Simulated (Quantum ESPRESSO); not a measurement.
# Near-edge structure at the O K edge of SiO2 (Quartz, P3_121)

Aim: the near-edge shape at the O K edge of SiO2 (Quartz, P3_121), and what the core hole does to it.

Program: Quantum ESPRESSO 7.5. Level of theory: X-ray absorption near-edge structure, plane-wave PAW PBE, one-electron final states by a Lanczos continued fraction. Results are calculated unless marked as measured.

### 1. Set-up

Symmetry: P3_121, No. 152, trigonal system. The conventional cell has a = 4.916 Å, b = 4.916 Å, c = 5.409 Å, α = 90.00°, β = 90.00°, γ = 120.00°. Si has 4 O at 1.61 Å nearest. Nearest to O lie 2 Si at 1.61 Å. Farther neighbours and most contacts between anions are not listed.

As a file:

```cif
data_structure
_symmetry_space_group_name_H-M 'P 1'
_symmetry_Int_Tables_number 1
_cell_length_a 4.9158
_cell_length_b 4.9158
_cell_length_c 5.4091
_cell_angle_alpha 90.000
_cell_angle_beta 90.000
_cell_angle_gamma 120.000
_cell_volume 113.20
loop_
_atom_site_label
_atom_site_type_symbol
_atom_site_fract_x
_atom_site_fract_y
_atom_site_fract_z
_atom_site_occupancy
Si1 Si 0.46970 0.46970 0.00000 1
Si2 Si 0.00000 0.53030 0.66667 1
Si3 Si 0.53030 0.00000 0.33333 1
O4 O 0.85380 0.26800 0.45233 1
O5 O 0.73200 0.58580 0.78567 1
O6 O 0.41420 0.14620 0.11900 1
O7 O 0.26800 0.85380 0.54767 1
O8 O 0.58580 0.73200 0.21433 1
O9 O 0.14620 0.41420 0.88100 1
```

### 2. Ground state of the crystal

A plain self-consistent run shows whether there is a gap, which decides the set-up of the core-hole run.

The PAW data sets are made with ld1.x, with reconstruction data.

The input, scf.in:

```
&control
   calculation='scf', prefix='x', pseudo_dir='../pp', outdir='tmp', tprnfor=.true.
/
&system
   ibrav=0, nat=9, ntyp=3, nbnd=29
   ecutwfc=50, ecutrho=360
   occupations='smearing', smearing='mv', degauss=0.015
/
&electrons
   conv_thr=9.0e-08, electron_maxstep=120
   mixing_beta=0.5
/
ATOMIC_SPECIES
Si 1.0 Si.pbe-nl-kjpaw.UPF
O3 1.0 O.pbe-n-kjpaw.UPF
O 1.0 O.pbe-n-kjpaw.UPF
CELL_PARAMETERS angstrom
  4.91580000 0.00000000 0.00000000
  -2.45790000 4.25720768 0.00000000
  0.00000000 0.00000000 5.40910000
ATOMIC_POSITIONS crystal
Si   0.46970000 0.46970000 0.00000000
Si   0.00000000 0.53030000 0.66666667
Si   0.53030000 0.00000000 0.33333333
O3   0.85380000 0.26800000 0.45233333
O    0.73200000 0.58580000 0.78566667
O    0.41420000 0.14620000 0.11900000
O    0.26800000 0.85380000 0.54766667
O    0.58580000 0.73200000 0.21433333
O    0.14620000 0.41420000 0.88100000
K_POINTS automatic
6 6 5 0 0 0
```

On the command line:

```console
$ OMP_NUM_THREADS=1 mpirun --oversubscribe --bind-to none -np 8 pw.x -nk 8 -in scf.in > scf.out
```

Output:

```text
     [... banner and references ...]
G-vector sticks info
     --------------------

     Using Slab Decomposition

     bravais-lattice index     =            0
     lattice parameter (alat)  =       9.2895  a.u.
     unit-cell volume          =     763.9073 (a.u.)^3
     number of atoms/cell      =            9
     number of atomic types    =            3
     number of electrons       =        48.00
     number of Kohn-Sham states=           29
     kinetic-energy cutoff     =      50.0000  Ry
     charge density cutoff     =     360.0000  Ry
     scf convergence threshold =      9.0E-08
     mixing beta               =       0.5000
     number of iterations used =            8  plain     mixing
     Exchange-correlation= SLA  PW   PBX  PBC
                           (   1   4   3   4   0   0   0)

     celldm(1)=   9.289516  celldm(2)=   0.000000  celldm(3)=   0.000000
     celldm(4)=   0.000000  celldm(5)=   0.000000  celldm(6)=   0.000000

     crystal axes: (cart. coord. in units of alat)
               a(1) = (   1.000000   0.000000   0.000000 )
               a(2) = (  -0.500000   0.866025   0.000000 )
               a(3) = (   0.000000   0.000000   1.100350 )

     reciprocal axes: (cart. coord. in units 2 pi/alat)
               b(1) = (  1.000000  0.577350 -0.000000 )
               b(2) = (  0.000000  1.154701  0.000000 )
               b(3) = (  0.000000 -0.000000  0.908802 )

     PseudoPot. #1 for Si:     Pseudo is Projector augmented-wave + core cor, Zval =  4.0

     ../pp/O.pbe-n-kjpaw.UPF
     Pseudo is Projector augmented-wave + core cor, Zval =  6.0
     Shape of augmentation charge: PSQ
     Using radial grid of 1095 points,  4 beta functions with:
                l(1) =   0
                l(2) =   0
                l(3) =   1
                l(4) =   1
     Q(r) pseudized with 0 coefficients

     ../pp/O.pbe-n-kjpaw.UPF
     Pseudo is Projector augmented-wave + core cor, Zval =  6.0
     Shape of augmentation charge: PSQ
     Using radial grid of 1095 points,  4 beta functions with:
                l(1) =   0
                l(2) =   0
                l(3) =   1
                l(4) =   1
     Q(r) pseudized with 0 coefficients

     atomic species   valence    mass     pseudopotential
     Si                4.00     1.00000     Si( 1.00)
     O3                6.00     1.00000     O ( 1.00)
     O                 6.00     1.00000     O ( 1.00)

     No symmetry found

   Cartesian axes

     site n.     atom                  positions (alat units)
         1        Si     tau(   1) = (   0.2348500   0.4067721   0.0000000  )
         2        Si     tau(   2) = (  -0.2651500   0.4592533   0.7335666  )
         3        Si     tau(   3) = (   0.5303000   0.0000000   0.3667833  )
         4        O3     tau(   4) = (   0.7198000   0.2320948   0.4977249  )
         5        O      tau(   5) = (   0.4391000   0.5073177   0.8645082  )
         6        O      tau(   6) = (   0.3411000   0.1266129   0.1309416  )
         7        O      tau(   7) = (  -0.1589000   0.7394125   0.6026250  )
         8        O      tau(   8) = (   0.2198000   0.6339306   0.2358417  )
         9        O      tau(   9) = (  -0.0609000   0.3587077   0.9694083  )

     number of k points=    92  Marzari-Vanderbilt smearing, width (Ry)=  0.0150
                       cart. coord. in units 2pi/alat
        k(    1) = (   0.0000000   0.0000000   0.0000000), wk =   0.0111111
        k(    2) = (   0.0000000   0.0000000   0.1817604), wk =   0.0222222
        k(    3) = (   0.0000000   0.0000000   0.3635207), wk =   0.0222222
        k(    4) = (   0.0000000   0.1924501   0.0000000), wk =   0.0222222
        k(    5) = (   0.0000000   0.1924501   0.1817604), wk =   0.0222222
[...]
k(   90) = (   0.3333333   0.3849002  -0.3635207), wk =   0.0222222
        k(   91) = (  -0.3333333  -0.5773503   0.1817604), wk =   0.0222222
[...]
per-process dynamical memory:    75.3 Mb

     Self-consistent Calculation

     iteration #  1     ecut=    50.00 Ry     beta= 0.50
     Davidson diagonalization with overlap
     ethr =  1.00E-02,  avg # of iterations =  4.5

     total energy              =    -389.53550826 Ry
     estimated scf accuracy    <       2.91505944 Ry

     iteration #  2     ecut=    50.00 Ry     beta= 0.50
     Davidson diagonalization with overlap
     ethr =  6.07E-03,  avg # of iterations =  3.3

     total energy              =    -390.71823114 Ry
     estimated scf accuracy    <       0.07224624 Ry

     iteration #  3     ecut=    50.00 Ry     beta= 0.50
     Davidson diagonalization with overlap
     ethr =  1.51E-04,  avg # of iterations = 13.2

     total energy              =    -391.13666575 Ry
     estimated scf accuracy    <       0.43851664 Ry

     iteration #  4     ecut=    50.00 Ry     beta= 0.50
     Davidson diagonalization with overlap
     ethr =  1.51E-04,  avg # of iterations =  3.9

     total energy              =    -391.04697232 Ry
     estimated scf accuracy    <       0.15757018 Ry

     iteration #  5     ecut=    50.00 Ry     beta= 0.50
     Davidson diagonalization with overlap
     ethr =  1.51E-04,  avg # of iterations = 11.8

     total energy              =    -391.09413320 Ry
     estimated scf accuracy    <       0.71105137 Ry

[...]
c_bands:  1 eigenvalues not converged
[...]
c_bands:  1 eigenvalues not converged
     c_bands:  1 eigenvalues not converged
     c_bands:  1 eigenvalues not converged
[...]
c_bands:  1 eigenvalues not converged
[...]
c_bands:  1 eigenvalues not converged
[...]
c_bands:  1 eigenvalues not converged
[...]
total energy              =    -391.14528809 Ry
[...]
iteration # 21     ecut=    50.00 Ry     beta= 0.50
     Davidson diagonalization with overlap
     ethr =  1.11E-07,  avg # of iterations =  4.2

     total energy              =    -391.14530546 Ry
     estimated scf accuracy    <       0.00000090 Ry

     iteration # 22     ecut=    50.00 Ry     beta= 0.50
     Davidson diagonalization with overlap
     ethr =  1.87E-09,  avg # of iterations =  9.6

     total energy              =    -391.14530877 Ry
     estimated scf accuracy    <       0.00000149 Ry

     iteration # 23     ecut=    50.00 Ry     beta= 0.50
     Davidson diagonalization with overlap
     ethr =  1.87E-09,  avg # of iterations =  3.5

     End of self-consistent calculation

          k = 0.0000 0.0000 0.0000 (  4595 PWs)   bands (ev):

   -16.9282 -15.3994 -15.3993 -14.7581 -14.7186 -14.7185  -5.7347  -5.7347
    -2.9111  -2.8751  -2.7168  -2.7168  -0.4297  -0.4296  -0.1857   0.0599
     1.0226   1.0226   1.0510   1.5171   1.5171   1.8285   2.1990   2.1991
     8.5096  11.8381  11.8381  12.2937  12.2937

     [... bands of 91 further k-points ...]

     the Fermi energy is     6.5899 ev

!    total energy              =    -391.14530912 Ry
     total all-electron energy =     -2644.264245 Ry
     estimated scf accuracy    <       0.00000005 Ry
     smearing contrib. (-TS)   =      -0.00000000 Ry
     internal energy E=F+TS    =    -391.14530912 Ry

     The total energy is F=E-TS. E is the sum of the following terms:
     one-electron contribution =    -101.88852374 Ry
     hartree contribution      =      78.35690173 Ry
     xc contribution           =     -60.93531389 Ry
     ewald contribution        =    -138.83709458 Ry
     one-center paw contrib.   =    -167.84127864 Ry

     convergence has been achieved in  23 iterations

     Forces acting on atoms (cartesian axes, Ry/au):

     atom    1 type  1   force =     0.00017483    0.00030040   -0.00000254
     atom    2 type  1   force =     0.00017444   -0.00029640   -0.00000085
     atom    3 type  1   force =    -0.00034023    0.00000073   -0.00000020
     atom    4 type  2   force =     0.01287382   -0.00076824   -0.00659661
     atom    5 type  3   force =    -0.00577734    0.01153352   -0.00659317
     atom    6 type  3   force =    -0.00710768   -0.01077048   -0.00658589
     atom    7 type  3   force =    -0.00710430    0.01077613    0.00659651
     atom    8 type  3   force =     0.01287795    0.00076272    0.00659619
     atom    9 type  3   force =    -0.00577149   -0.01153837    0.00658655

     Total force =     0.035494     Total SCF correction =     0.000303

     XML data file, charge density, pseudopotentials, collected wavefunctions

=------------------------------------------------------------------------------=
   JOB DONE.
=------------------------------------------------------------------------------=
```

The job ended after 7.7 min (8 MPI ranks of Arm Neoverse N1, shared host; peak memory 0.14 GiB; 62 min of CPU time).

Absorbing atoms carry a label of their own (element plus a letter or digit), as the spectrum program needs them as separate species.

The mesh shows a gap of 6.00 eV, so the hole is first treated in a charged cell, without the excited electron.

### 3. Spectrum without a core hole, O atom 4

This cheap baseline ignores the attraction of the hole: it shows the absorber's empty states as they are in the ground state.

The absorber has 2 Si at 1.61 Å (bent, 144°, site symmetry 1).

The input, xspectra.in:

```
&input_xspectra
   calculation='xanes_dipole', edge='K'
   prefix='x', outdir='tmp', xiabs=2, xe0=5.5118
   xonly_plot=.false., x_save_file='xanes.sav'
   xniter=3000, xcheck_conv=20, xerror=0.005
   xcoordcrys=.false., xepsilon(1)=1, xepsilon(2)=0, xepsilon(3)=0
/
&plot
   xnepoint=413, xemin=-10, xemax=45, terminator=.true., cut_occ_states=.true.
   xgamma=0.4
/
&pseudos
   filecore='../O.wfc'
/
&cut_occ
   cut_desmooth=0.1, cut_stepl=0.05, cut_stepu=0.05, cut_ierror=1e-5
/
5 5 4 0 0 0
```

On the command line:

```console
$ OMP_NUM_THREADS=1 mpirun --oversubscribe --bind-to none -np 8 xspectra.x -nk 8 -in xspectra.in > xspectra.out
```

Output:

```text
     [... banner and references ...]
Reading input_file

     calculation: xanes_dipole

     xepsilon  [cartesian coordinates]:   1.000000   0.000000   0.000000

     xonly_plot: FALSE
        => complete calculation: Lanczos + spectrum plot

     filecore (core-wavefunction file): ../O.wfc

     main plot parameters:
        cut_occ_states: TRUE
        gamma_mode:  constant
        -> using xgamma [eV]:  0.40
        xemin [eV]: -10.00
        xemax [eV]:  45.00
        xnepoint:  413
        xe0 [eV]:   5.511800 (energy zero read in input file)

[...]
Results of STEP 1 successfully written in x_save_file
     x_save_file name:
     ->  xanes.sav
     x_save_file version:  2

     ... End STEP 1 ...

     ... Begin STEP 2 ...

     The spectrum is calculated using the following parameters:
        xe0 [eV]:    5.5118
        the occupied states are elimintate from the spectrum
        xemin [eV]: -10.00
        xemax [eV]:  45.00
        xnepoint:  413
        constant broadening parameter [eV]:    0.400
        Core level energy [eV]:  -543.1
         (from electron binding energy of neutral atoms in X-ray data booklet)

     Cross-section successfully written in xanes.dat

     ... End STEP 2 ...

                                END JOB XSpectra
```

The job ended after 2.4 min (8 MPI ranks; peak memory 0.09 GiB; 20 min of CPU time).

The O K spectrum, O atom 4, no core hole (energy from the lowest empty level; intensity scaled to a mean of 1 over the first 20 eV; the points at xe0, where the cut of filled states can leave a spike, are interpolated; polarised curves are means over the symmetry-equivalent atoms):

```
E (eV)  isotropic  ε ⊥ c  ε ∥ c
  -2.0       0.04   0.04   0.04
  -1.0       0.05   0.05   0.05
   0.0       0.08   0.08   0.08
   1.0       0.18   0.17   0.18
   2.0       0.40   0.40   0.41
   3.0       0.82   0.81   0.83
   4.0       1.43   1.43   1.43
   5.0       1.62   1.68   1.49
   6.0       2.04   2.00   2.11
   7.0       2.12   2.06   2.25
   8.0       1.46   1.55   1.29
   9.0       1.27   1.22   1.37
  10.0       1.17   1.17   1.18
  11.0       1.09   0.96   1.36
  12.0       1.01   0.93   1.16
  13.0       0.91   0.92   0.90
  14.0       0.75   0.80   0.66
  15.0       0.80   0.86   0.67
  16.0       0.66   0.71   0.56
  17.0       0.57   0.60   0.50
  18.0       0.59   0.60   0.56
  19.0       0.64   0.67   0.57
  20.0       0.66   0.68   0.60
  21.0       0.60   0.62   0.56
  22.0       0.71   0.72   0.68
  23.0       0.76   0.74   0.80
  24.0       0.79   0.73   0.90
  25.0       0.83   0.77   0.95
  26.0       0.85   0.83   0.88
  27.0       0.86   0.86   0.87
  28.0       0.85   0.87   0.83
  29.0       0.84   0.86   0.80
  30.0       0.84   0.83   0.85
  31.0       0.82   0.79   0.90
  32.0       0.89   0.83   1.00
```

Main maxima below 24 eV (height): 4.6 eV (1.71), 6.6 eV (2.25), 9.4 eV (1.41), 11.2 eV (1.12), 13.3 eV (0.94) and 15.2 eV (0.81). A K edge sees empty p states on the absorber.

### 4. Another broadening

The final state's lifetime shortens with energy, so measured features broaden above the edge; the saved Lanczos coefficients are redrawn with a width that grows.

The input, xspectra_plot.in:

```
&input_xspectra
   calculation='xanes_dipole', edge='K'
   prefix='x', outdir='tmp', xiabs=2, xe0=5.5118
   xonly_plot=.true., x_save_file='xanes.sav'
   xniter=3000, xcheck_conv=20, xerror=0.005
   xcoordcrys=.false., xepsilon(1)=1, xepsilon(2)=0, xepsilon(3)=0
/
&plot
   xnepoint=413, xemin=-10, xemax=45, terminator=.true., cut_occ_states=.true.
   gamma_mode='variable', gamma_energy(1)=4, gamma_energy(2)=25, gamma_value(1)=0.3, gamma_value(2)=2.5
/
&pseudos
   filecore='../O.wfc'
/
&cut_occ
   cut_desmooth=0.1, cut_stepl=0.05, cut_stepu=0.05, cut_ierror=1e-5
/
5 5 4 0 0 0
```

On the command line:

```console
$ OMP_NUM_THREADS=1 xspectra.x -in xspectra_plot.in > xspectra_plot.out
```

Output:

```text
     [... banner and references ...]
Reading input_file
     -------------------------------------------------------------------------

     calculation: xanes_dipole

     xonly_plot: TRUE
        => only the spectrum plot

     main plot parameters:
        cut_occ_states: TRUE
        gamma_mode:  variable
        -> first, constant up to point ( 4.00, 0.30) [eV]
        -> then, linear up to point (25.00, 2.50) [eV]
        -> finally, constant up to xemax
        xemin [eV]: -10.00
        xemax [eV]:  45.00
        xnepoint:  413
[...]
xemin [eV]: -10.00
        xemax [eV]:  45.00
        xnepoint:  413
        energy-dependent broadening parameter:
         -> first, constant up to point ( 4.00, 0.30) [eV]
         -> then, linear up to point (25.00, 2.50) [eV]
         -> finally, constant up to xemax
        Core level energy [eV]:  -543.1
         (from electron binding energy of neutral atoms in X-ray data booklet)

     Cross-section successfully written in xanes.dat

     -------------------------------------------------------------------------
                                END JOB XSpectra
     -------------------------------------------------------------------------
[key lines of the parts left out:]
Fermi level [eV]:   2.5139
```

It took 6.4 s on 1 MPI rank; peak memory 0.05 GiB.

With a Lorentzian half width 0.3 eV up to 4 eV, rising linearly to 2.5 eV at 25 eV (counted from xe0, 3.0 eV below the zero used here), the maxima are 6.5 eV (1.93).

### 5. Reference energy of the cell

The photon energy needs a difference of total energies, so the cell and mesh of the coming hole run are first run without a hole.

The input, scf.in:

```
&control
   calculation='scf', prefix='x', pseudo_dir='../pp', outdir='tmp', tprnfor=.true.
/
&system
   ibrav=0, nat=9, ntyp=2, nbnd=28
   ecutwfc=50, ecutrho=360
   occupations='fixed'
/
&electrons
   conv_thr=9.0e-08, electron_maxstep=120
   mixing_beta=0.5
/
ATOMIC_SPECIES
Si 1.0 Si.pbe-nl-kjpaw.UPF
O 1.0 O.pbe-n-kjpaw.UPF
CELL_PARAMETERS angstrom
  2.45790000 -4.25720768 0.00000000
  -2.45790000 -4.25720768 0.00000000
  0.00000000 0.00000000 -5.40910000
ATOMIC_POSITIONS crystal
Si   0.00000000 0.53030000 0.00000000
Si   0.46970000 0.00000000 0.33333333
Si   0.53030000 0.46970000 0.66666667
O    0.58580000 0.14620000 0.54766667
O    0.14620000 0.26800000 0.21433333
O    0.26800000 0.58580000 0.88100000
O    0.41420000 0.73200000 0.45233333
O    0.85380000 0.41420000 0.78566667
O    0.73200000 0.85380000 0.11900000
K_POINTS automatic
4 4 4 0 0 0
```

On the command line:

```console
$ OMP_NUM_THREADS=1 mpirun --oversubscribe --bind-to none -np 8 pw.x -nk 8 -in scf.in > scf.out
```

Output:

```text
     [... banner and references ...]
[banner, memory and clock lines left out]
using ibrav=0 with symmetry is DISCOURAGED, use correct ibrav instead

     G-vector sticks info

     bravais-lattice index     =            0
     lattice parameter (alat)  =       9.2895  a.u.
     unit-cell volume          =     763.9073 (a.u.)^3
     number of atoms/cell      =            9
     number of atomic types    =            2
     number of electrons       =        48.00
[...]
Forces acting on atoms (cartesian axes, Ry/au):

     atom    1 type  1   force =     0.00018574    0.00032171    0.00000000
     atom    2 type  1   force =     0.00018574   -0.00032171    0.00000000
     atom    3 type  1   force =    -0.00037148    0.00000000   -0.00000000
[...]
atom    8 type  2   force =     0.01277384    0.00068654    0.00649918
     atom    9 type  2   force =    -0.00579236   -0.01140574    0.00649918

     Total force =     0.035153     Total SCF correction =     0.000149

     XML data file, charge density, pseudopotentials, collected wavefunctions
[key lines of the parts left out:]
!    total energy              =    -391.14530832 Ry
convergence has been achieved in  29 iterations
```

Run time: 51 s. Hardware: 8 MPI ranks; peak memory 0.13 GiB.

Reference energy: -35977.048 eV with the cores included.

(Continued in part 2 of 3.)

[Banner, clock and machine lines of the logs are left out without a mark of their own.]

[Logs are printed without paths, hosts, clocks, repeated set-up lines and the standing remarks that a program may print on its own settings, such as how far it seeks lower states.]

[Hosts, paths, dates, database ids (printed as entryN), source tags and the programs' standing remarks are cut or masked in the printed files.]

[Lists of maxima count a maximum above −3 eV only where it reaches 4 % of the highest in the window and stands out from its surroundings by 2 % of it (1.5 % where it reaches 55 %); shoulders and weaker maxima are passed over, and of the rest the first, up to two pre-edge ones and the few strongest are named.]
